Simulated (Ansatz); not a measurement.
# V wire along [100], 5 atoms a period: bands along the axis

Aim: is the V wire along [100], 5 atoms a period a metal or a semiconductor?

Main program and level: Ansatz 0.2.0; DFT PBE, plane waves, PAW; relaxation of a wire's period; PAW set soft_1, in the first sound run; inputs show where later runs differ.

## (1) Starting point

The cell holds 5 atoms: 5 V. Cell: a = 9.790 Å, b = 9.790 Å, c = 2.990 Å, α = 90.0°, β = 90.0°, γ = 90.0°. Vacuum lies along a and b. The structure's axis is c.

## (2) Relaxing the period

Band widths follow the bond lengths, so the wire is relaxed first. The atoms and the third cell vector are free; the box across stays fixed as vacuum. A Fermi-Dirac smearing is set since the result may be a metal. The pressure printed is a third of the stress's trace over the whole box, vacuum included; only the stress along the axis is relaxed.

input.yaml reads:

```yaml
crystal:
  lattice:
    - [9.79, 0.0, 0.0]
    - [0.0, 9.79, 0.0]
    - [0.0, 0.0, 2.99]
  atoms:
    - { symbol: V, position: [0.5, 0.5, 0.0] }
    - { symbol: V, position: [0.347293156, 0.347293156, 0.5] }
    - { symbol: V, position: [0.347293156, 0.652706844, 0.5] }
    - { symbol: V, position: [0.652706844, 0.347293156, 0.5] }
    - { symbol: V, position: [0.652706844, 0.652706844, 0.5] }
kpoints:
  mp_grid: { grid: [1, 1, 27] }
scf:
  occupations: { method: fermi_dirac, width: 0.05 }
hamiltonian:
  xc: pbe
  pseudopotentials: { kind: paw, azcp: { folder: soft_1 } }
relax:
  cell: { fix: [a, b, alpha, beta, gamma] }
  max_steps: 45
  f_tol: 0.03
```

Run with:

```bash
> ansatz run input.yaml --threads 4 --pin off --max-ram 16384MiB --backend cpu --events-out ev --progress --plain --runs-dir out
```

Numbers of over 12 decimals in the logs are rounded to 6 here.

Log:

```text
Engine: ansatz 0.2.0, x86_64-unknown-linux-gnu
Pseudopotentials: kind: paw
Pseudopotential: V, paw, valence charge 13, recommended cutoff 420 eV (normal), soft_1/V.paw.azcp
Functional definition: PBE
  parameter kappa = 0.804
  parameter beta = 0.066725
  exchange = pbe_x(kappa = kappa, mu = beta*pi^2/3)
  correlation = pbe_c(beta = beta)
Crystal: 5 atoms, lattice volume = 286.574 Å³
Basis set: ecut = 420 eV, 5509 PW (Γ), exchange–correlation on 144×144×40 points (8 copies of the dense FFT grid, shifted against one another)
Bands: 39, of which v1, the nominal top of the filled ones, is band 33 counted from 1 (32 counted from 0)
Symmetry: 16 space group operations
Space group: P4/mmm (ITA 123), of the structure as read, at distance tolerance 6.6e-5 Å
k-points: 14 of 27
Non-local potential: V, projectors of the file, l = 0: 3, l = 1: 2, l = 2: 3, l = 3: 1
PAW form: soft (Blöchl's): semilocal exchange-correlation on the pseudo side does not see the compensation charge
PAW one-centre angular grid: V, 590 points (default); XC on 64 Gauss nodes
Initial density: superposition of atomic densities (neutral atoms: chi_scale 0, normalization atom)
Initial wavefunctions: pseudopotential atomic-orbital guess
Functional: x = pbe(κ = 0.804, μ = 0.219515), c = pbe(β = 0.066725)
SCF iter   1: F=—  HF=-14560.020870 eV  |F-HF|=—  |Δ(HF+E_count)|=         —  Δρ=9.09e-2  dr2=9.55e1  ethr=3.10e-3  ⟨swp⟩=7.3  Hψ=2159  notcnv=0
preconditioner: auto → LDOS  [metal: Δε(μ)=0.004 eV  Ē_g=2.603 eV  σ=0.050 eV  W_gap=0.02  n_scr=38 (ndim 8)  ℏωp=11.0 eV  f_vac=0.477  D(μ)=23.26/eV (n_scr^D=246)  β→1.0]
SCF iter   2: F=—  HF=-14551.307016 eV  |F-HF|=—  |Δ(HF+E_count)|=    8.71e0  Δρ=6.76e-2  dr2=8.89e0  ethr=3.10e-3  ⟨swp⟩=5.7  Hψ=2031  notcnv=0
SCF iter   3: F=—  HF=-14550.666862 eV  |F-HF|=—  |Δ(HF+E_count)|=   6.40e-1  Δρ=3.69e-2  dr2=4.43e0  ethr=3.10e-3  ⟨swp⟩=3.9  Hψ=1491  notcnv=0  defer=1
SCF iter   4: F=—  HF=-14550.293138 eV  |F-HF|=—  |Δ(HF+E_count)|=   3.74e-1  Δρ=1.04e-2  dr2=7.59e-1  ethr=3.10e-3  ⟨swp⟩=2.3  Hψ=1027  notcnv=0
SCF iter   5: F=—  HF=-14550.296240 eV  |F-HF|=—  |Δ(HF+E_count)|=   3.10e-3  Δρ=3.81e-3  dr2=4.00e-2  ethr=1.17e-3  ⟨swp⟩=2.4  Hψ=766  notcnv=0
SCF iter   6: F=—  HF=-14550.312123 eV  |F-HF|=—  |Δ(HF+E_count)|=   1.59e-2  Δρ=1.86e-3  dr2=8.48e-3  ethr=6.15e-5  ⟨swp⟩=3.6  Hψ=979  notcnv=0
SCF iter   7: F=—  HF=-14550.313408 eV  |F-HF|=—  |Δ(HF+E_count)|=   1.29e-3  Δρ=5.27e-4  dr2=1.14e-3  ethr=1.30e-5  ⟨swp⟩=2.3  Hψ=726  notcnv=0
SCF iter   8: F=—  HF=-14550.314098 eV  |F-HF|=—  |Δ(HF+E_count)|=   6.90e-4  Δρ=2.09e-4  dr2=3.17e-4  ethr=1.76e-6  ⟨swp⟩=2.4  Hψ=748  notcnv=0
SCF iter   9: F=—  HF=-14550.314219 eV  |F-HF|=—  |Δ(HF+E_count)|=   1.21e-4  Δρ=9.47e-5  dr2=2.86e-5  ethr=4.88e-7  ⟨swp⟩=2.5  Hψ=758  notcnv=0
SCF iter  10: F=—  HF=-14550.314444 eV  |F-HF|=—  |Δ(HF+E_count)|=   2.25e-4  Δρ=3.93e-5  dr2=8.77e-6  ethr=4.40e-8  ⟨swp⟩=3.2  Hψ=836  notcnv=0
SCF iter  11: F=—  HF=-14550.314449 eV  |F-HF|=—  |Δ(HF+E_count)|=   4.79e-6  Δρ=1.95e-5  dr2=1.38e-6  ethr=1.35e-8  ⟨swp⟩=2.6  Hψ=762  notcnv=0
SCF iter  12: F=—  HF=-14550.314450 eV  |F-HF|=—  |Δ(HF+E_count)|=   7.00e-7  Δρ=5.87e-6  dr2=1.31e-7  ethr=2.12e-9  ⟨swp⟩=2.3  Hψ=755  notcnv=0
SCF iter  13: F=-14550.314453 eV  HF=-14550.314453 eV  |F-HF|=8.48e-9  |Δ(HF+E_count)|=   2.78e-6  Δρ=2.39e-6  dr2=1.61e-8  ethr=1.54e-10  ⟨swp⟩=6.6  Hψ=1981  notcnv=0
SCF 1 converged in 13 iterations: F = -14550.314453 eV  dr2 = 1.61e-8
  Residual-converged pass: ⟨swp⟩=1.1  Hψ=603  notcnv=0  max |occ|·‖R‖ = 4.7e-6 eV (tolerance 6.7e-6 eV)  dr2=1.61e-8  dr2_onsite=1.76e-9  max |Δocc| = 1.4e-8
  greatest PAW one-centre occupation: 1.000 electrons in one spin orbital (limit 2), on the V atom at site 0 (counted from 0), in its partial waves of l = 0
relax step   1: F+E_penalty+E_count = -14550.31445274 eV  Δ(F+E_penalty+E_count) = +0.000e0 eV  max|allowed force component| = 1.826e0 eV/Å  Δτ_max = 0.0000 Å  P = -6.466 GPa  Ω = 286.574 Å³  fix = [a, b, alpha, beta, gamma]  reactions: a -6.254, b -6.254 GPa  (13 SCF iters, dr2 threshold 1.00e-7 eV, accepted)
Crystal: 5 atoms, lattice volume = 279.939 Å³
Basis set: ecut = 420 eV, 5421 PW (Γ), exchange–correlation on 144×144×40 points (8 copies of the dense FFT grid, shifted against one another)
Initial density: handed on by an earlier stage of this run
Initial wavefunctions: those handed on with the density
SCF iter   1: F=—  HF=-14553.109693 eV  |F-HF|=—  |Δ(HF+E_count)|=         —  Δρ=4.68e-2  dr2=1.58e1  ethr=3.10e-3  ⟨swp⟩=11.6  Hψ=2630  notcnv=0
preconditioner: auto → LDOS  [metal: Δε(μ)=0.040 eV  Ē_g=2.336 eV  σ=0.050 eV  W_gap=0.20  n_scr=36 (ndim 8)  ℏωp=11.1 eV  f_vac=0.565  D(μ)=19.83/eV (n_scr^D=218)  β→1.0]
SCF iter   2: F=—  HF=-14552.465447 eV  |F-HF|=—  |Δ(HF+E_count)|=   6.44e-1  Δρ=4.25e-2  dr2=6.96e0  ethr=3.10e-3  ⟨swp⟩=3.7  Hψ=1100  notcnv=0
SCF iter   3: F=—  HF=-14551.961225 eV  |F-HF|=—  |Δ(HF+E_count)|=   5.04e-1  Δρ=6.07e-3  dr2=9.06e-2  ethr=3.10e-3  ⟨swp⟩=2.5  Hψ=901  notcnv=0
SCF iter   4: F=—  HF=-14551.999390 eV  |F-HF|=—  |Δ(HF+E_count)|=   3.82e-2  Δρ=1.88e-3  dr2=1.13e-2  ethr=1.39e-4  ⟨swp⟩=2.6  Hψ=842  notcnv=0
SCF iter   5: F=—  HF=-14552.003394 eV  |F-HF|=—  |Δ(HF+E_count)|=   4.00e-3  Δρ=1.02e-3  dr2=2.77e-3  ethr=1.74e-5  ⟨swp⟩=2.3  Hψ=899  notcnv=0
SCF iter   6: F=—  HF=-14552.005411 eV  |F-HF|=—  |Δ(HF+E_count)|=   2.02e-3  Δρ=6.24e-4  dr2=1.22e-3  ethr=4.25e-6  ⟨swp⟩=2.0  Hψ=792  notcnv=0
SCF iter   7: F=—  HF=-14552.005867 eV  |F-HF|=—  |Δ(HF+E_count)|=   4.56e-4  Δρ=2.92e-4  dr2=1.25e-4  ethr=1.88e-6  ⟨swp⟩=2.0  Hψ=700  notcnv=0
SCF iter   8: F=—  HF=-14552.006142 eV  |F-HF|=—  |Δ(HF+E_count)|=   2.75e-4  Δρ=1.05e-4  dr2=2.84e-5  ethr=1.92e-7  ⟨swp⟩=2.1  Hψ=733  notcnv=0
SCF iter   9: F=—  HF=-14552.006172 eV  |F-HF|=—  |Δ(HF+E_count)|=   2.97e-5  Δρ=3.50e-5  dr2=3.08e-6  ethr=4.37e-8  ⟨swp⟩=2.1  Hψ=742  notcnv=0
SCF iter  10: F=—  HF=-14552.006175 eV  |F-HF|=—  |Δ(HF+E_count)|=   2.93e-6  Δρ=1.19e-5  dr2=5.84e-7  ethr=7.69e-10  ⟨swp⟩=5.5  Hψ=1915  notcnv=0
SCF iter  11: F=-14552.006175 eV  HF=-14552.006175 eV  |F-HF|=8.96e-9  |Δ(HF+E_count)|=   4.21e-7  Δρ=4.10e-6  dr2=5.89e-8  ethr=7.69e-10  ⟨swp⟩=4.9  Hψ=1683  notcnv=0
SCF 2 converged in 11 iterations: F = -14552.006175 eV  dr2 = 5.89e-8
relax step   2: F+E_penalty+E_count = -14552.00617517 eV  Δ(F+E_penalty+E_count) = -1.692e0 eV  max|allowed force component| = 7.185e-1 eV/Å  Δτ_max = 0.1941 Å  P = -2.457 GPa  Ω = 279.939 Å³  energy of the carried Pulay correction = +8.388e-4 eV  fix = [a, b, alpha, beta, gamma]  reactions: a -2.372, b -2.372 GPa  (11 SCF iters, dr2 threshold 5.00e-7 eV, accepted)
Crystal: 5 atoms, lattice volume = 276.464 Å³
Basis set: ecut = 420 eV, 5373 PW (Γ), exchange–correlation on 144×144×40 points (8 copies of the dense FFT grid, shifted against one another)
SCF iter   1: F=—  HF=-14552.702645 eV  |F-HF|=—  |Δ(HF+E_count)|=         —  Δρ=3.45e-2  dr2=8.02e0  ethr=3.10e-3  ⟨swp⟩=11.3  Hψ=2366  notcnv=0
preconditioner: auto → LDOS  [metal: Δε(μ)=0.009 eV  Ē_g=2.552 eV  σ=0.050 eV  W_gap=0.04  n_scr=36 (ndim 8)  ℏωp=11.2 eV  f_vac=0.585  D(μ)=17.42/eV (n_scr^D=186)  β→1.0]
SCF iter   2: F=—  HF=-14552.132864 eV  |F-HF|=—  |Δ(HF+E_count)|=   5.70e-1  Δρ=2.16e-2  dr2=1.05e0  ethr=3.10e-3  ⟨swp⟩=3.0  Hψ=943  notcnv=0
SCF iter   3: F=—  HF=-14552.066172 eV  |F-HF|=—  |Δ(HF+E_count)|=   6.67e-2  Δρ=4.44e-3  dr2=4.59e-2  ethr=1.61e-3  ⟨swp⟩=2.1  Hψ=1038  notcnv=0
SCF iter   4: F=—  HF=-14552.080588 eV  |F-HF|=—  |Δ(HF+E_count)|=   1.44e-2  Δρ=1.86e-3  dr2=8.01e-3  ethr=7.06e-5  ⟨swp⟩=2.6  Hψ=927  notcnv=0
SCF iter   5: F=—  HF=-14552.085033 eV  |F-HF|=—  |Δ(HF+E_count)|=   4.44e-3  Δρ=9.58e-4  dr2=2.21e-3  ethr=1.23e-5  ⟨swp⟩=2.3  Hψ=890  notcnv=0
SCF iter   6: F=—  HF=-14552.086783 eV  |F-HF|=—  |Δ(HF+E_count)|=   1.75e-3  Δρ=4.77e-4  dr2=5.39e-4  ethr=3.41e-6  ⟨swp⟩=2.0  Hψ=748  notcnv=0
SCF iter   7: F=—  HF=-14552.087349 eV  |F-HF|=—  |Δ(HF+E_count)|=   5.66e-4  Δρ=2.98e-4  dr2=2.10e-4  ethr=8.29e-7  ⟨swp⟩=2.0  Hψ=747  notcnv=0
SCF iter   8: F=—  HF=-14552.087615 eV  |F-HF|=—  |Δ(HF+E_count)|=   2.66e-4  Δρ=8.06e-5  dr2=1.26e-5  ethr=3.23e-7  ⟨swp⟩=2.0  Hψ=718  notcnv=0
SCF iter   9: F=—  HF=-14552.087633 eV  |F-HF|=—  |Δ(HF+E_count)|=   1.75e-5  Δρ=3.52e-5  dr2=3.17e-6  ethr=1.93e-8  ⟨swp⟩=2.1  Hψ=763  notcnv=0
SCF iter  10: F=—  HF=-14552.087634 eV  |F-HF|=—  |Δ(HF+E_count)|=   1.89e-6  Δρ=1.11e-5  dr2=5.05e-7  ethr=7.69e-10  ⟨swp⟩=3.6  Hψ=2038  notcnv=0
SCF iter  11: F=-14552.087635 eV  HF=-14552.087635 eV  |F-HF|=3.04e-8  |Δ(HF+E_count)|=   2.99e-7  Δρ=2.87e-6  dr2=1.76e-8  ethr=7.69e-10  ⟨swp⟩=5.0  Hψ=1690  notcnv=0
SCF 3 converged in 11 iterations: F = -14552.087635 eV  dr2 = 1.76e-8
relax step   3: F+E_penalty+E_count = -14552.08763480 eV  Δ(F+E_penalty+E_count) = -8.146e-2 eV  max|allowed force component| = 6.355e-1 eV/Å  Δτ_max = 0.1285 Å  P = +1.711 GPa  Ω = 276.464 Å³  energy of the carried Pulay correction = +1.286e-3 eV  fix = [a, b, alpha, beta, gamma]  reactions: a +1.725, b +1.725 GPa  (11 SCF iters, dr2 threshold 5.00e-7 eV, accepted)
[...]
relax step   4: F+E_penalty+E_count = -14552.18708662 eV  Δ(F+E_penalty+E_count) = -9.945e-2 eV  max|allowed force component| = 7.316e-2 eV/Å  Δτ_max = 0.0658 Å  P = -0.364 GPa  Ω = 276.264 Å³  energy of the carried Pulay correction = +1.312e-3 eV  fix = [a, b, alpha, beta, gamma]  reactions: a -0.363, b -0.363 GPa  (10 SCF iters, dr2 threshold 5.00e-7 eV, accepted)
[...]
relax step   5: F+E_penalty+E_count = -14552.18928751 eV  Δ(F+E_penalty+E_count) = -2.201e-3 eV  max|allowed force component| = 7.413e-3 eV/Å  Δτ_max = 0.0041 Å  P = -0.138 GPa  Ω = 275.443 Å³  energy of the carried Pulay correction = +1.419e-3 eV  fix = [a, b, alpha, beta, gamma]  reactions: a -0.162, b -0.162 GPa  (7 SCF iters, dr2 threshold 3.35e-7 eV, accepted)
[...]
relax step   6: F+E_penalty+E_count = -14552.18948130 eV  Δ(F+E_penalty+E_count) = -1.938e-4 eV  max|allowed force component| = 2.611e-3 eV/Å  Δτ_max = 0.0005 Å  P = -0.091 GPa  Ω = 274.983 Å³  energy of the carried Pulay correction = +1.478e-3 eV  fix = [a, b, alpha, beta, gamma]  reactions: a -0.132, b -0.132 GPa  (7 SCF iters, dr2 threshold 1.95e-8 eV, accepted)
Initial wavefunctions: pseudopotential atomic-orbital guess (no wavefunctions were taken with the density)
iter 1 solved again at ethr=3.26e-7 eV; its pass at ethr=3.10e-3 eV (dr2=2.12e-4 eV) is discarded
SCF iter   1: F=—  HF=-14552.186787 eV  |F-HF|=—  |Δ(HF+E_count)|=         —  Δρ=5.30e-5  dr2=9.83e-7  ethr=3.26e-7  ⟨swp⟩=5.6  Hψ=4087  notcnv=0
preconditioner: auto → LDOS  [metal: Δε(μ)=0.021 eV  Ē_g=2.176 eV  σ=0.050 eV  W_gap=0.10  n_scr=36 (ndim 8)  ℏωp=11.2 eV  f_vac=0.567  D(μ)=13.96/eV (n_scr^D=142)  β→1.0]
SCF iter   2: F=—  HF=-14552.186933 eV  |F-HF|=—  |Δ(HF+E_count)|=   1.46e-4  Δρ=4.37e-5  dr2=6.73e-6  ethr=1.51e-9  ⟨swp⟩=3.7  Hψ=1230  notcnv=0
SCF iter   3: F=—  HF=-14552.186932 eV  |F-HF|=—  |Δ(HF+E_count)|=   7.60e-7  Δρ=4.10e-5  dr2=6.19e-6  ethr=1.51e-9  ⟨swp⟩=2.9  Hψ=1090  notcnv=0
SCF iter   4: F=—  HF=-14552.186932 eV  |F-HF|=—  |Δ(HF+E_count)|=   5.31e-7  Δρ=9.58e-6  dr2=1.44e-7  ethr=1.51e-9  ⟨swp⟩=2.0  Hψ=961  notcnv=0
SCF iter   5: F=—  HF=-14552.186932 eV  |F-HF|=—  |Δ(HF+E_count)|=   6.19e-8  Δρ=2.37e-6  dr2=1.44e-8  ethr=2.22e-10  ⟨swp⟩=3.0  Hψ=1232  notcnv=0
SCF iter   6: F=—  HF=-14552.186932 eV  |F-HF|=—  |Δ(HF+E_count)|=   2.75e-8  Δρ=1.66e-6  dr2=8.48e-9  ethr=2.22e-11  ⟨swp⟩=2.2  Hψ=781  notcnv=0
SCF iter   7: F=—  HF=-14552.186932 eV  |F-HF|=—  |Δ(HF+E_count)|=   2.64e-9  Δρ=3.21e-7  dr2=4.66e-10  ethr=1.30e-11  ⟨swp⟩=2.0  Hψ=732  notcnv=0
SCF iter   8: F=-14552.186932 eV  HF=-14552.186932 eV  |F-HF|=9.09e-12  |Δ(HF+E_count)|=  4.53e-10  Δρ=1.47e-7  dr2=3.67e-11  ethr=1.00e-12  ⟨swp⟩=4.8  Hψ=2207  notcnv=0
SCF 7 converged in 8 iterations: F = -14552.186932 eV  dr2 = 3.67e-11
relax step   7: F+E_penalty+E_count = -14552.18693174 eV  Δ(F+E_penalty+E_count) = +2.550e-3 eV  max|allowed force component| = 3.327e-3 eV/Å  Δτ_max = 0.0000 Å  P = -0.078 GPa  Ω = 274.983 Å³  fix = [a, b, alpha, beta, gamma]  reactions: a -0.118, b -0.118 GPa  stress off target by 2.76e-3 GPa on what of the cell is left free  SCF on the basis re-selected at this cell (its energy is not comparable with the rows above)  (8 SCF iters)
basis re-selected at this cell: Δ(F+E_penalty+E_count) = +2.550e-3 eV, ΔP = +0.013 GPa vs the last step (what re-selecting the basis moved, of the pressure what is left beyond the Pulay correction that the steps carried, after the strain that the cell walked since its last selection, with what the two solves' SCF thresholds leave and, on support functions, any second-order correction that the steps lacked; it is no m [...]
SCF converged after 8 iterations
Free energy (F): -14552.186932 eV
Harris-Foulkes:  -14552.186932 eV  (|F-HF|=9.09e-12)
Internal energy: -14552.073657 eV  (E = F + TS)
E sigma→0 (E₀):  -14552.130294 eV
Entropy (-TS):   -0.113275 eV (-22.655 meV/atom)
Fermi energy:    1.883797 eV
--- Per-component energies (eV) ---
  E_band       = -1688.736064
  E_kinetic    = 1475.803440
  E_local      = -23125.893769  (includes V_loc(G=0)·N_el)
  E_nonlocal   = 426.008200
  E_hartree    = 10661.872126
  E_xc         = -566.333745
  E_vxc        = -715.529027  (∫ρ·V_xc dr)
  E_paw        = -5634.841357  (= ΣΔE_a)
  E_vpaw       = -1072.874737  (= ΣTr[D̂ρ^β])
  E_aug_tail   = 0.005021  (compensation charges beyond the density's cutoff)
  E_ewald      = 2211.306427
  E_smearing   = -0.113275  (= −TS)
  E_closure    = -0.000000  (closes the sum)
  Σ components = -14552.186932   (vs F -14552.186932, Δ=0.00e0)
--- Forces (eV/Å), atoms counted from 1 ---
  atom   1  V      0.00000000     0.00000000     0.00000000
  atom   2  V     -0.00332677    -0.00332677     0.00000000
  atom   3  V     -0.00332677     0.00332677     0.00000000
  atom   4  V      0.00332677    -0.00332677    -0.00000000
  atom   5  V      0.00332677     0.00332677    -0.00000000
  max |Σ_I F_I| component: 1.30e-18 eV/Å
--- Stress (GPa, compression-positive) ---
       -0.117707       0.000000       0.000000
        0.000000      -0.117707       0.000000
        0.000000       0.000000       0.002757
  P = ⅓ Tr σ = -0.0776 GPa (-0.776 kbar)
--- Relaxed structure (6 steps of the walk, 6 accepted, 1 SCFs on fresh bases) ---
  F+E_penalty+E_count = -14552.18693174 eV   max|allowed force component| = 3.327e-3 eV/Å   (the final SCF, on the basis selected at the relaxed cell)
  cell:  # Å, volume = 274.9825 Å³
    - [9.79, 0, 0]
    - [0, 9.79, 0]
    - [0, 0, 2.869060]
  atoms:
    - { symbol: V, position: [0.5, 0.5, 0] }
    - { symbol: V, position: [0.366105, 0.366105, 0.5] }
    - { symbol: V, position: [0.366105, 0.633895, 0.5] }
    - { symbol: V, position: [0.633895, 0.366105, 0.5] }
    - { symbol: V, position: [0.633895, 0.633895, 0.5] }
```

The job ended after 13 s (4 threads of AMD EPYC 9R14 (Zen 4), shared host; peak memory 0.77 GiB).

This run has no spin polarisation, although V can carry a moment.

Step by step:

| step | energy less that of the first step (eV) | largest force component (eV/Å) | pressure (GPa) | volume (Å³) |
| --- | --- | --- | --- | --- |
| 1 | 0.0000 | 1.8261 | -6.47 | 286.57 |
| 2 | -1.6917 | 0.7185 | -2.46 | 279.94 |
| 3 | -1.7732 | 0.6355 | 1.71 | 276.46 |
| 4 | -1.8726 | 0.0732 | -0.36 | 276.26 |
| 5 | -1.8748 | 0.0074 | -0.14 | 275.44 |
| 6 | -1.8750 | 0.0026 | -0.09 | 274.98 |
| 7* | -1.8725 | 0.0033 | -0.08 | 274.98 |

Relaxation steps marked * repeat the geometry before them on a plane-wave basis chosen anew for their cell, so energy and pressure can jump there.

The run keeps the 16 symmetry operations that it works with, so distortions that break them were not tested.

| cell as run | before | after | change |
| --- | --- | --- | --- |
| c (Å) | 2.990 | 2.869 | -4.0 % |

The atoms that moved most (Å, along periodic axes as changes of fractional coordinates times the final cell, across vacuum about the mean position):

| atom | dx | dy | dz | length |
| --- | --- | --- | --- | --- |
| V2 | 0.184 | 0.184 | 0.000 | 0.260 |
| V3 | 0.184 | -0.184 | 0.000 | 0.260 |
| V4 | -0.184 | 0.184 | 0.000 | 0.260 |
| V5 | -0.184 | -0.184 | 0.000 | 0.260 |

This step gave:

```
energy at zero smearing    : -14552.1303 eV
cell length along the wire : 2.869 Å
```

The cell's length comes to 2.869 Å with spin left out.

## (3) Bands of the perfect wire

This step: DFT PBE, plane waves, PAW; bands of a perfect wire; PAW set soft_1 (Ansatz 0.2.0).

At the relaxed period the bands are computed along the axis; those that cross an energy going forward count the channels that a perfect wire would open there.

input.yaml reads:

```yaml
crystal:
  lattice:
    - [9.79, 0.0, 0.0]
    - [0.0, 9.79, 0.0]
    - [0.0, 0.0, 2.8690604506]
  atoms:
    - { symbol: V, position: [0.5, 0.5, 0.0] }
    - { symbol: V, position: [0.36610489, 0.36610489, 0.5] }
    - { symbol: V, position: [0.36610489, 0.63389511, 0.5] }
    - { symbol: V, position: [0.63389511, 0.36610489, 0.5] }
    - { symbol: V, position: [0.63389511, 0.63389511, 0.5] }
kpoints:
  mp_grid: { grid: [1, 1, 28] }
  band_path: { path: ["Γ", Z], npoints: 90 }
scf:
  occupations: { method: fermi_dirac, width: 0.05 }
hamiltonian:
  xc: pbe
  pseudopotentials: { kind: paw, azcp: { folder: soft_1 } }
output:
  dos: { e_range: [-5, 4] }
  write_potential: true
  write_density: true
  volumetric_format: npy
```

Log:

```text
[...]
Crystal: 5 atoms, lattice volume = 274.983 Å³
Basis set: ecut = 420 eV, 5349 PW (Γ)
Bands: 39, of which v1, the nominal top of the filled ones, is band 33 counted from 1 (32 counted from 0)
[... 1 set-up line as in the run before ...]
[...]
k-points: 15 of 28
[...]
SCF iter   1: F=—  HF=-14567.180532 eV  |F-HF|=—  |Δ(HF+E_count)|=         —  Δρ=1.12e-1  dr2=1.27e2  ethr=3.10e-3  ⟨swp⟩=7.6  Hψ=2508  notcnv=0
[...]
SCF iter  13: F=-14552.186931 eV  HF=-14552.186931 eV  |F-HF|=7.29e-8  |Δ(HF+E_count)|=   1.33e-7  Δρ=3.68e-6  dr2=3.24e-8  ethr=1.54e-10  ⟨swp⟩=8.7  Hψ=1936  notcnv=0
SCF 1 converged in 13 iterations: F = -14552.186931 eV  dr2 = 3.24e-8
[...]
NSCF: frozen V_eff on 91 k-points
WARN: The output density's exchange-correlation potential varies sharply where the density is thin. Do not read a vacuum level from v_tot or v_xc, or from such a field of the output density. On a cell that repeats whose density bears no net charge and no dipole along the vacuum's axis use v_es (v_loc + v_h of the components); under efield.dipole_correction with no amplitude use v_es + v_field, which holds any externa [...]
SCF converged after 13 iterations
Free energy (F): -14552.186931 eV
[...]
Internal energy: -14552.073707 eV  (E = F + TS)
E sigma→0 (E₀):  -14552.130319 eV
Entropy (-TS):   -0.113224 eV (-22.645 meV/atom)
Fermi energy:    1.883511 eV
[...]
--- Band table (eV; the first three rows and the last of 15) ---
  k-point 0: bands = [... 29 lower, 1.0685, 1.0685, 1.8287, 1.8287, 1.9883, 2.3058, 2.3058, 2.4598, ... 2 higher]
  k-point 1: bands = [... 29 lower, 1.1062, 1.1062, 1.8538, 1.8538, 1.9443, 2.3184, 2.3184, 2.3479, ... 2 higher]
  k-point 2: bands = [... 29 lower, 1.1763, 1.1763, 1.8355, 1.9199, 1.9199, 2.1635, 2.3570, 2.3570, ... 2 higher]
  k-point 14: bands = [... 29 lower, 1.3946, 1.8006, 1.8006, 2.1041, 2.1041, 2.2359, 2.7174, 3.3534, ... 2 higher]
```

Run time: 7.2 s. Hardware: 4 threads; peak memory 0.86 GiB; 24 s of CPU time.

Numbers from this step:

- band gap: 0 eV

The electronic bands at the labelled points (eV, zero at the Fermi level):

| point | band 30 | band 31 | band 32 | band 33 | band 34 | band 35 | band 36 | band 37 |
| --- | --- | --- | --- | --- | --- | --- | --- | --- |
| Γ | -0.81 | -0.81 | -0.05 | -0.05 | 0.10 | 0.42 | 0.42 | 0.58 |
| halfway | -0.66 | -0.31 | -0.24 | -0.24 | 0.01 | 0.34 | 0.34 | 0.77 |
| Z | -0.49 | -0.08 | -0.08 | 0.22 | 0.22 | 0.35 | 0.83 | 1.47 |

Between Γ and Z the bands cross the Fermi level 5 times, so a perfect wire would conduct at least 5 G₀, with spin left out.

## (4) Results

| Quantity | Value |
| --- | --- |
| cell length, PBE | 2.869 Å |
| ballistic conductance by band crossings, a lower bound, PBE | 5 G₀ |

In words: Under PBE the cell's length is 2.87 Å, and the bands cross the Fermi level 5 times between Γ and Z, which gives a perfect wire at least 5 G₀ (opposite crossings within one step of the path cancel in such a count). No spin was allowed, though thin wires with open d shells can turn magnetic.

[Logs are printed without paths, hosts, clocks, repeated set-up lines and the standing remarks that a program may print on its own settings, such as how far it seeks lower states.]

[Hosts, paths, dates, database ids (printed as entryN), source tags and the programs' standing remarks are cut or masked in the printed files.]
